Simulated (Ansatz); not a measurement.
**What do other settings change for C(111) slab, H on both faces (128 atoms)?**

The cell holds 128 atoms: 96 C and 32 H. Cell: a = 10.089 Å, b = 10.089 Å, c = 18.814 Å, α = 90.0°, β = 90.0°, γ = 120.0°. It derives from C (diamond-structure). Diamond-structure C (a = 3.567 Å), (111) slab of 6 atomic planes, 4 x 4 surface cells, H on the broken bonds of both faces, 12 Å of vacuum; displaced by a Gaussian of 0.02 Å. Regions: slab, 96 atoms (96 C); hydrogen, 32 atoms (32 H). Vacuum lies along c.

Geometry: as built.

Reference run: Kohn-Sham DFT, PBE+D3(BJ), PAW (set soft_2), plane waves (Ansatz 0.2.0), cutoff 750 eV, Γ point, gaussian smearing of 0.05 eV.

| Quantity | Value |
| --- | --- |
| r.m.s. force component | 1.065 eV/Å |
| gap (highest filled to lowest empty level) | 2.642 eV |
| SCF cycles | 9 |
| time | 25 s on 4 threads of Arm Neoverse V2, shared host |

Variants, in no order:
A. support functions medium, spacing 0.343 Å
B. support functions high
C. support functions medium, spacing 0.263 Å
D. support functions medium, spacing 0.206 Å

**Question.** Rank the variants by how far their forces lie from the reference's, least first.

B, D, C, A.

```tsv
variant	Δ force, r.m.s. (meV/Å)	share of r.m.s. force (%)	time over the reference's
B. support functions high	0.228	0.0214	11
D. support functions medium, spacing 0.206 Å	0.525	0.0493	4.5
C. support functions medium, spacing 0.263 Å	5.68	0.533	3.4
A. support functions medium, spacing 0.343 Å	18.9	1.78	2.3
```

[Logs are printed without paths, hosts, clocks, repeated set-up lines and the standing remarks that a program may print on its own settings, such as how far it seeks lower states.]

[Hosts, paths, dates, database ids (printed as entryN), source tags and the programs' standing remarks are cut or masked in the printed files.]
